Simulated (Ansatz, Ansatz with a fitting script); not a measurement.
An input for Ansatz 0.2.0 (SrHI (P4/nmm)):

```yaml
crystal:
  lattice:
    - [4.371, 0.0, 0.0]
    - [0.0, 4.371, 0.0]
    - [0.0, 0.0, 11.45]
  atoms:
    - { symbol: Sr, position: [1.0, 0.5, 0.976046419] }
    - { symbol: Sr, position: [0.5, 0.0, 0.7619448474] }
    - { symbol: H, position: [0.0, 1.0, 0.8689956332] }
    - { symbol: H, position: [0.5, 0.5, 0.8689956332] }
    - { symbol: I, position: [0.0, 0.5, 0.6375447241] }
    - { symbol: I, position: [0.5, 0.0, 0.1004465422] }
kpoints:
  mp_grid: { grid: [3, 3, 2] }
hamiltonian:
  xc: lda
  pseudopotentials: { kind: paw, source: ansatz, frozen_core: stored }
scf:
  occupations: { method: fixed }
  lower_state_search: "off"
  convergence: { dr2_threshold: 1.0e-09 }
output:
  embedding: [{ level: hf }]
basis:
  ecutwfc: 1000
```

```sh
ansatz run input.yaml --threads 4 --pin off --max-ram 18432MiB --backend cpu --events-out ev --progress --plain --runs-dir out
```

Question: How long will it take on 4 threads of Arm Neoverse V1, shared host, and how much memory?

It took 2.3 min; on shared hardware allow 68 s to 4.6 min. Peak host memory was 1.3 GiB.

[Paths, hosts, dates, memory and timing lines, banners, echoed tables and standing remarks are left out of the program output.]

[Logs are printed without paths, hosts, clocks, repeated set-up lines and the standing remarks that a program may print on its own settings, such as how far it seeks lower states.]

[Runs of the session that timed out or met a known fault of the program may be left out.]

[Hosts, paths, dates, database ids (printed as entryN), source tags and the programs' standing remarks are cut or masked in the printed files.]
